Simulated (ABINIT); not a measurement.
**A GW chain in ABINIT: Ga2O3 (R-3c)**

Wanted: ground state, empty states, screening and self-energy for Ga2O3 (R-3c).

Method: PBE and many-body steps on it, plane waves, in ABINIT 10.8.3.

**The experiments to reproduce.**

- Gap 5.6 eV: direct band-to-band gap from Tauc plot; UV-Vis absorption, Tauc plot; film (163 nm mist CVD film on c-plane sapphire) on Al2O3 (sapphire) (“Optical properties of mist CVD grown alpha-Ga2O3”, 2019, arxiv:1907.13072).

- Gap 5.62 ± 0.02 eV: lowest direct band-to-band transition E0, E parallel to c (M1-type CP); abstract instead prints 5.44 eV, which Table III gives as the exciton energy; generalized spectroscopic ellipsometry, critical-point model; 300 K; film (51.8 nm PAMBE film, fully lattice-relaxed) on m-plane Al2O3 (“Anisotropic dielectric functions, band-to-band transitions, and critical points in alpha-Ga2O3”, 2021, arxiv:2101.06595).

- Gap 5.3 eV: direct optical gap from Tauc plot, upper end of the 5.1-5.3 eV range over the samples; UV-visible transmission; film (mist-CVD epitaxial films grown with different carrier gases) on Al2O3 (0001) (“Influence of Carrier Gases on the Quality of Epitaxial Corundum-Structured α-Ga2O3 Films Grown by Mist Chemical Vapor Deposition Method”, 2019, pmc:6888560).

- Gap 5.15 eV: optical gap from Tauc plot assuming direct gap; lower end of the 5.15-5.20 eV range for alpha-phase films; UV-vis transmittance/reflectance, Tauc plot; film on c-plane sapphire (“Low temperature growth and optical properties of alpha-Ga2O3 deposited on sapphire by plasma enhanced atomic layer deposition”, 2019, arxiv:1908.06914).

- Gap 5.2 eV: optical gap from Tauc plot assuming direct gap; largest value, film grown at 250 C; UV-vis transmittance/reflectance, Tauc plot; film on c-plane sapphire (“Low temperature growth and optical properties of alpha-Ga2O3 deposited on sapphire by plasma enhanced atomic layer deposition”, 2019, arxiv:1908.06914).

This is a selection; 2 further reports are not listed.

This is a report of a sequence of runs, with most program output left out.

**1. Starting point**

Symmetry: R-3c, No. 167, trigonal system. The conventional cell has a = 4.997 Å, b = 4.997 Å, c = 13.451 Å, α = 90.00°, β = 90.00°, γ = 120.00°. Nearest to Ga lie 6 O at 1.93 to 2.08 Å. Nearest to O lie 4 Ga at 1.93 to 2.08 Å. Farther neighbours and most contacts between anions are not listed.

The cell and positions are those that the Materials Project relaxed with its own functionals (PBE, PBE+U or r2SCAN), kept fixed. This is not the form that Ga2O3 usually takes at ambient conditions.

**2. Ground state**

This step: ABINIT 10.8.3; DFT, PBE, plane waves, norm-conserving pseudopotentials.

The ground-state density comes first.

run.abi

```
acell 3*1.0 Angstrom
rprim 
  2.498699193881 1.442624652211 4.483549768500
  -2.498699193881 1.442624652211 4.483549768500
  0.000000000000 -2.885249304422 4.483549768500
ntypat 2
znucl 31 8
natom 10
typat 1 1 1 1 2 2 2 2 2 2
xred 
  0.855585580000 0.855585580000 0.855585580000
  0.644414420000 0.644414420000 0.644414420000
  0.144414420000 0.144414420000 0.144414420000
  0.355585580000 0.355585580000 0.355585580000
  0.750000000000 0.446832820000 0.053167180000
  0.446832820000 0.053167180000 0.750000000000
  0.053167180000 0.750000000000 0.446832820000
  0.250000000000 0.553167180000 0.946832820000
  0.946832820000 0.250000000000 0.553167180000
  0.553167180000 0.946832820000 0.250000000000
pp_dirpath "pseudos"
pseudos "Ga.upf, O.upf"
ecut 45
ngkpt 4 4 4
nshiftk 1
shiftk 0 0 0
kptopt 1
chksymbreak 0
nband 69
occopt 1
tolvrs 1e-08
nstep 60
prtwf 0
optforces 0
optstress 0
indata_prefix "in"
outdata_prefix "out"
tmpdata_prefix "tmp"
```

On the command line:

```console
OMP_NUM_THREADS=1 mpirun -n 8 abinit run.abi > log
```

Elapsed: 71 s, on 8 MPI ranks of Arm Neoverse V2, shared host; peak memory 1.1 GiB; 9.4 min of CPU time.

Numbers from this step:

```
total energy               : -29739.6210 eV
gap                        : 2.857 eV
k of the valence top       : 0.25, 0, 0
k of the conduction bottom : 0, 0, 0
least direct gap           : 3.066 eV
```

The gap is indirect, with the least direct gap 0.21 eV higher.

**3. Bands along the symmetry lines**

Levels along a band path, at the cheap level, show where the edges lie and whether the meshes to come will hold them.

run.abi, as its differences from that of step 2:

```diff
@@ -23,14 +23,45 @@
 ecut 45
-ngkpt 4 4 4
-nshiftk 1
-shiftk 0 0 0
-kptopt 1
-chksymbreak 0
-nband 69
-occopt 1
-tolvrs 1e-08
-nstep 60
+iscf -2
+irdden 1
+kptopt 0
+nkpt 31
+kpt 
+  0.00000000 0.00000000 0.00000000
+  0.12500000 0.12500000 0.12500000
+  0.25000000 0.25000000 0.25000000
+  0.37500000 0.37500000 0.37500000
+  0.50000000 0.50000000 0.50000000
+  0.56607847 0.43392153 0.50000000
+  0.63215694 0.36784306 0.50000000
+  0.69823542 0.30176458 0.50000000
+  0.76431389 0.23568611 0.50000000
+  0.50000000 -0.23568611 0.23568611
+  0.50000000 -0.17676458 0.17676458
+  0.50000000 -0.11784306 0.11784306
+  0.50000000 -0.05892153 0.05892153
+  0.50000000 0.00000000 0.00000000
+  0.37500000 0.00000000 0.00000000
+  0.25000000 0.00000000 0.00000000
+  0.12500000 0.00000000 0.00000000
+  0.00000000 0.00000000 0.00000000
+  0.09196076 -0.09196076 0.00000000
+  0.18392153 -0.18392153 0.00000000
+  0.27588229 -0.27588229 0.00000000
+  0.36784305 -0.36784305 0.00000000
+  0.63215695 0.00000000 0.36784305
+  0.59911771 0.00000000 0.40088229
+  0.56607848 0.00000000 0.43392153
+  0.53303924 0.00000000 0.46696076
+  0.50000000 0.00000000 0.50000000
+  0.37500000 0.00000000 0.37500000
+  0.25000000 0.00000000 0.25000000
+  0.12500000 0.00000000 0.12500000
+  0.00000000 0.00000000 0.00000000
+istwfk *1
+nband 74
+nbdbuf 9
+tolwfr 1e-07
+nstep 50
 prtwf 0
-optforces 0
-optstress 0
+prtvol 0
 indata_prefix "in"
```

Wall time 62 s (8 MPI ranks); peak memory 1 GiB; 8.3 min of CPU time.

This step gave:

| Property | Result |
| --- | --- |
| gap | 2.820 eV |
| k of the valence top | 0.1839, -0.1839, 0 |
| k of the conduction bottom | 0, 0, 0 |
| least direct gap | 3.066 eV |

The gap is 2.820 eV, −0.037 eV from the run before at this level.

The electronic bands at the labelled points (eV, zero at the top of the highest filled band):

| point | band 57 | band 58 | band 59 | band 60 | band 61 | band 62 | band 63 | band 64 |
| --- | --- | --- | --- | --- | --- | --- | --- | --- |
| Γ | -0.32 | -0.32 | -0.25 | -0.25 | 2.82 | 6.67 | 6.84 | 8.88 |
| halfway | -0.36 | -0.36 | -0.21 | -0.21 | 4.14 | 6.72 | 6.83 | 8.95 |
| T | -0.30 | -0.30 | -0.30 | -0.30 | 5.86 | 5.86 | 7.86 | 7.86 |
| halfway | -0.78 | -0.78 | -0.42 | -0.42 | 6.38 | 6.38 | 7.80 | 7.80 |
| H2 | -0.57 | -0.57 | -0.33 | -0.33 | 6.69 | 6.69 | 7.24 | 7.24 |
| jump to H0 | -0.57 | -0.57 | -0.33 | -0.33 | 6.69 | 6.69 | 7.24 | 7.24 |
| halfway | -0.56 | -0.56 | -0.23 | -0.23 | 6.41 | 6.41 | 6.91 | 6.91 |
| L | -0.97 | -0.97 | -0.15 | -0.15 | 6.40 | 6.40 | 6.73 | 6.73 |
| halfway | -0.61 | -0.55 | -0.19 | -0.04 | 4.38 | 6.51 | 7.32 | 8.16 |
| Γ | -0.32 | -0.32 | -0.25 | -0.25 | 2.82 | 6.67 | 6.84 | 8.88 |
| halfway | -0.63 | -0.25 | -0.23 | 0.00 | 4.86 | 6.36 | 7.36 | 7.89 |
| S0 | -0.61 | -0.50 | -0.48 | -0.17 | 6.49 | 6.60 | 7.17 | 7.20 |
| jump to S2 | -0.61 | -0.50 | -0.48 | -0.17 | 6.49 | 6.60 | 7.17 | 7.20 |
| halfway | -0.76 | -0.65 | -0.31 | -0.15 | 6.51 | 6.72 | 7.48 | 7.50 |
| F | -0.85 | -0.70 | -0.25 | -0.14 | 6.54 | 6.73 | 7.58 | 7.69 |
| halfway | -0.64 | -0.55 | -0.28 | -0.23 | 4.69 | 6.60 | 7.40 | 8.32 |
| Γ | -0.32 | -0.32 | -0.25 | -0.25 | 2.82 | 6.67 | 6.84 | 8.88 |

**4. Empty states on the mesh, 2×2×2 mesh, 231 bands**

The sums over transitions need many empty states on a uniform mesh; this step solves for them.

run.abi

```
acell 3*1.0 Angstrom
rprim 
  2.498699193881 1.442624652211 4.483549768500
  -2.498699193881 1.442624652211 4.483549768500
  0.000000000000 -2.885249304422 4.483549768500
ntypat 2
znucl 31 8
natom 10
typat 1 1 1 1 2 2 2 2 2 2
xred 
  0.855585580000 0.855585580000 0.855585580000
  0.644414420000 0.644414420000 0.644414420000
  0.144414420000 0.144414420000 0.144414420000
  0.355585580000 0.355585580000 0.355585580000
  0.750000000000 0.446832820000 0.053167180000
  0.446832820000 0.053167180000 0.750000000000
  0.053167180000 0.750000000000 0.446832820000
  0.250000000000 0.553167180000 0.946832820000
  0.946832820000 0.250000000000 0.553167180000
  0.553167180000 0.946832820000 0.250000000000
pp_dirpath "pseudos"
pseudos "Ga.upf, O.upf"
ecut 45
ngkpt 2 2 2
nshiftk 1
shiftk 0 0 0
kptopt 1
chksymbreak 0
iscf -2
irdden 1
istwfk *1
nband 231
nbdbuf 20
tolwfr 1e-09
nstep 60
prtvol 0
indata_prefix "in"
outdata_prefix "out"
tmpdata_prefix "tmp"
```

On the command line:

```console
OMP_NUM_THREADS=2 mpirun -n 4 abinit run.abi > log
```

The job ended after 59 s (4 MPI ranks; peak memory 0.47 GiB; 6.1 min of CPU time).

Numbers from this step:

```
gap                                                           : 2.963 eV
k of the valence top                                          : 0.5, 0.5, 0
k of the conduction bottom                                    : 0, 0, 0
least direct gap                                              : 3.066 eV
k points computed                                             : 4
lowest point of the top converged band, above the valence top : 71.0639 eV
```

On this mesh the gap is 2.963 eV. The earlier step found 2.857 eV, so this mesh misses an edge.

**5. Screening, 2×2×2 mesh, 211 bands, screening to 106.1 eV**

The RPA dielectric matrix is built and inverted for each q.

This step: RPA screening on PBE, plane waves, norm-conserving pseudopotentials.

run.abi, as its differences from that of step 4:

```diff
@@ -28,10 +28,11 @@
 chksymbreak 0
-iscf -2
-irdden 1
 istwfk *1
-nband 231
-nbdbuf 20
-tolwfr 1e-09
-nstep 60
-prtvol 0
+occopt 1
+irdwfk 1
+optdriver 3
+nband 211
+ecuteps 3.9
+inclvkb 2
+awtr 1
+symchi 1
 indata_prefix "in"
```

On the command line:

```console
OMP_NUM_THREADS=1 mpirun -n 8 abinit run.abi > log
```

The job ended after 68 s (8 MPI ranks; peak memory 4.2 GiB).

Numbers from this step:

- ε∞ with local fields, on this mesh, along the program's q direction: 4.907
- the same without local fields: 5.117
- plasma frequency: 41.31 eV
- plane waves in the screening matrix: 247

Local fields lower ε∞ by 4 %. On a Γ-centred mesh this coarse the value itself is usually too large, while a short band sum pulls it down.

**6. Self-energy, 2×2×2 mesh, 211 bands, screening to 106.1 eV**

The self-energy is evaluated for the states that the input lists, and the levels follow from it, in one-shot runs by the linearised quasiparticle equation.

This step: G0W0 on PBE, plane waves, norm-conserving pseudopotentials.

run.abi, as its differences from that of step 5:

```diff
@@ -31,8 +31,21 @@
 irdwfk 1
-optdriver 3
+optdriver 4
 nband 211
+gwcalctyp 0
+ecutsigx 45
+symsigma 1
+nkptgw 4
+kptgw 
+  0.0000000000 0.0000000000 0.0000000000
+  0.5000000000 0.0000000000 0.0000000000
+  0.5000000000 0.5000000000 0.0000000000
+  0.5000000000 0.5000000000 0.5000000000
+bdgw 
+  43 64
+  43 64
+  43 64
+  43 64
 ecuteps 3.9
-inclvkb 2
-awtr 1
-symchi 1
+irdscr 1
+ppmodel 1
 indata_prefix "in"
```

Wall time 48 s (8 MPI ranks); peak memory 5.4 GiB.

This step gave:

```
G0W0 gap on the mesh                         : 4.218 eV
starting gap on the mesh                     : 2.963 eV
k of the valence top                         : 0.5, 0.5, 0
k of the conduction bottom                   : 0, 0, 0
Z at the valence top                         : 0.806
Z at the conduction bottom                   : 0.849
least direct G0W0 gap on the computed points : 4.315 eV
```

The gap on the mesh goes from 2.96 eV to 4.22 eV, a correction of +1.26 eV. The start differs from the 2.86 eV found before because the two sample other k points.

Limits: finite bands, cutoff and mesh; no spin-orbit coupling; coarse k mesh. v1 is the top filled band, c1 the lowest empty one. The levels before and after the correction (eV, zero at the valence-band top of each column):

|  | conduction bottom | valence top |
| --- | --- | --- |
| Kohn-Sham | 2.96 | 0.00 |
| G0W0 | 4.22 | 0.00 |

|  | level | energy (eV) |
| --- | --- | --- |
| Kohn-Sham | Γ v3 | -0.174 |
| Kohn-Sham | Γ v2-v1 | -0.104 |
| Kohn-Sham | Γ c1 | 2.963 |
| Kohn-Sham | Γ c2 | 6.817 |
| Kohn-Sham | Γ c3 | 6.982 |
| Kohn-Sham | (0.5 0.5 0) v3 | -0.555 |
| Kohn-Sham | (0.5 0.5 0) v2 | -0.107 |
| Kohn-Sham | (0.5 0.5 0) v1 | 0.000 |
| Kohn-Sham | (0.5 0.5 0) c1 | 6.680 |
| Kohn-Sham | (0.5 0.5 0) c2 | 6.877 |
| Kohn-Sham | (0.5 0.5 0) c3 | 7.728 |
| G0W0 | Γ v3 | -0.202 |
| G0W0 | Γ v2-v1 | -0.097 |
| G0W0 | Γ c1 | 4.218 |
| G0W0 | Γ c2 | 8.779 |
| G0W0 | Γ c3 | 8.461 |
| G0W0 | (0.5 0.5 0) v3 | -0.591 |
| G0W0 | (0.5 0.5 0) v2 | -0.087 |
| G0W0 | (0.5 0.5 0) v1 | 0.000 |
| G0W0 | (0.5 0.5 0) c1 | 8.541 |
| G0W0 | (0.5 0.5 0) c2 | 8.868 |
| G0W0 | (0.5 0.5 0) c3 | 9.611 |

**7. Where the time went**

Times are wall times on the hardware named with each run, good to a factor of about two.

| step | time | share | memory (GiB) |
| --- | --- | --- | --- |
| ground state | 71 s | 23 % | 1.1 |
| bands along the symmetry lines | 62 s | 20 % | 1.0 |
| empty states on the mesh | 59 s | 19 % | 0.47 |
| screening | 68 s | 22 % | 4.2 |
| self-energy | 48 s | 15 % | 5.4 |

**8. Summary of results**

| Quantity | Value |
| --- | --- |
| PBE gap | 2.82 eV, indirect |
| G0W0 gap on the mesh | 4.22 eV |
| G0W0 gap over the zone (rigid shift) | 4.08 eV |
| GW settings | 2×2×2 mesh, 211 bands, screening to 106.1 eV, Godby-Needs plasmon pole |
| known limits | not at the basis limit; no spin-orbit coupling; coarse k mesh |

In words: G0W0 moves the gap on the mesh from 2.96 eV to 4.22 eV (+1.26 eV), with Z of 0.81 and 0.85 at the edges. The mesh misses the band edges by 0.14 eV in all; a rigid shift gives 4.08 eV for the zone. Local fields lower the RPA ε∞ on this mesh from 5.12 to 4.91; a Γ-centred mesh this coarse tends to raise both, most where the direct gap is narrow, while a short band sum lowers them. Against experiment, by G0W0@PBE: the direct gap of 4.31 eV lies −1.29 eV from the measured 5.6 eV (direct, on Al2O3 (sapphire), 2019); the direct gap of 4.31 eV lies −1.31 eV from the measured 5.62 ± 0.02 eV (direct, 300 K, on m-plane Al2O3, 2021); the direct gap of 4.31 eV lies −0.99 eV from the measured 5.3 eV (direct, on Al2O3 (0001), 2019); the direct gap of 4.31 eV lies −0.84 eV from the measured 5.15 eV (direct, on c-plane sapphire, 2019); the direct gap of 4.31 eV lies −0.89 eV from the measured 5.2 eV (direct, on c-plane sapphire, 2019). An exciton line or allowed optical edge lies below the quasiparticle gap by the binding energy; a forbidden edge can push the onset above it. The calculation has static nuclei and no excitons; a measured gap holds zero-point and thermal motion, which mostly lowers it. Against the values above the computed gap that would widen the miss. A likelier cause is too strong a screening: the start's gap is only 2.96 eV, the mesh is coarse, and one shot does not repair that. Bands and cutoff are finite, so the gap is not at the basis limit. The miss can reach some tenths of an eV and take either sign; the mesh is an error of its own. A denser mesh or path gives a starting gap of 2.82 eV: the GW mesh misses a band edge, so its gaps are not the fundamental one. The 2×2×2 mesh is coarse for this cell, which bears on the long-range parts of exchange and screening. The many-body steps are scalar-relativistic: spin-orbit coupling is not in them.

[Paths, hosts, dates, memory and timing lines, banners, echoed tables and standing remarks are left out of the program output.]

[Logs are printed without paths, hosts, clocks, repeated set-up lines and the standing remarks that a program may print on its own settings, such as how far it seeks lower states.]

[Runs of the session that timed out or met a known fault of the program may be left out.]

[No measured gap is set beside runs whose start may be inverted or whose files or cutoffs have a known fault.]

[Hosts, paths, dates, database ids (printed as entryN), source tags and the programs' standing remarks are cut or masked in the printed files.]

[G0W0 gaps are taken among the corrected bands and points alone; a level outside them can change the order at an edge.]

[Where Ansatz stands beside ABINIT at settings called matched, ABINIT's density can come from a denser mesh and the files from another edition; pairs whose starting gaps differed by over 0.03 eV were left out, so agreement reads better than it is.]
